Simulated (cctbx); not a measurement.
# Lattice, Laue class and space group of a new crystal

Cell: a = 8.9690 Å, b = 10.2260 Å, c = 4.0240 Å, α = 90.00°, β = 90.00°, γ = 90.00°. Expected content of the cell: Lu4 Ga12 Ni2 Fe4.

Simulated single-crystal data (cctbx): Mo Kα, λ = 0.71073 Å, to d = 0.6 Å, 95 % of the full sphere, strongest reflection 70000 counts, noise from counting, a 2 % proportional error and a noise floor of 8 counts (s.d.); no absorption.

A first pass over the reflections prints:

```text
6806 reflections to d = 0.600 A
centring   violations  <I/sigma> of those
    A       1570 of  3408     12.3
    B       1570 of  3418     12.3
    C          0 of  3408      0.0
    I       1495 of  3405     12.1
    R       2075 of  4548     12.3
    F       1570 of  5117      8.2
Laue class    unique    Rint  (classes that these axes allow; Friedel mates merged)
C 1 2/m 1         939   0.019
C 2/m 1 1         944   0.018
C m m m           545   0.020
space group    extra absences  I>4sigma  <I/sigma>
C 2 2 2                 0          0         -  acentric
C m m 2                 0          0         -  acentric
C 2 m m                 0          0         -  acentric
C m 2 m                 0          0         -  acentric
C m m m                 0          0         -  centric
Wilson B = 0.74 A^2   <|E^2-1|> = 0.723 (0.968 centric, 0.736 acentric)   E^2>4: 0.4 %
shell (A)         n   <I/sigma>
 6.74 - 1.20     84     65.6
 1.20 - 0.95     69     63.4
 0.95 - 0.83     66     62.7
 0.83 - 0.76     65     60.6
 0.76 - 0.70     69     54.2
 0.70 - 0.66     60     48.0
 0.66 - 0.63     69     51.1
 0.63 - 0.60     63     45.8
```

**Question.** What are the lattice type, the Laue class and the likely space group?

The reflections that C centring forbids are absent (⟨I/σ⟩ near 0), so the lattice is C.

Rint stays low (0.018 to 0.020) up to C m m m, the highest class in these axes.

5 settings pass the absence test. No glide or screw absences show, which leaves C 2 2 2, C m m 2, C 2 m m, C m 2 m and C m m m.

⟨|E²−1|⟩ = 0.723 leans to a non-centrosymmetric structure. Here that hint misleads: the statistic assumes many like atoms on general positions, and few, heavy or special-position atoms break it. The Wilson B of 0.74 Å² means U ≈ 0.0094 Å².

The true group is Cmmm (no. 65), Laue class mmm, centrosymmetric. The tables only narrow the choice to the tied entries; cell content, site symmetry and trial solutions must settle it.

This is a model crystal, built by substitution and not relaxed, with assumed displacement parameters.

[Logs are printed without paths, hosts, clocks, repeated set-up lines and the standing remarks that a program may print on its own settings, such as how far it seeks lower states.]
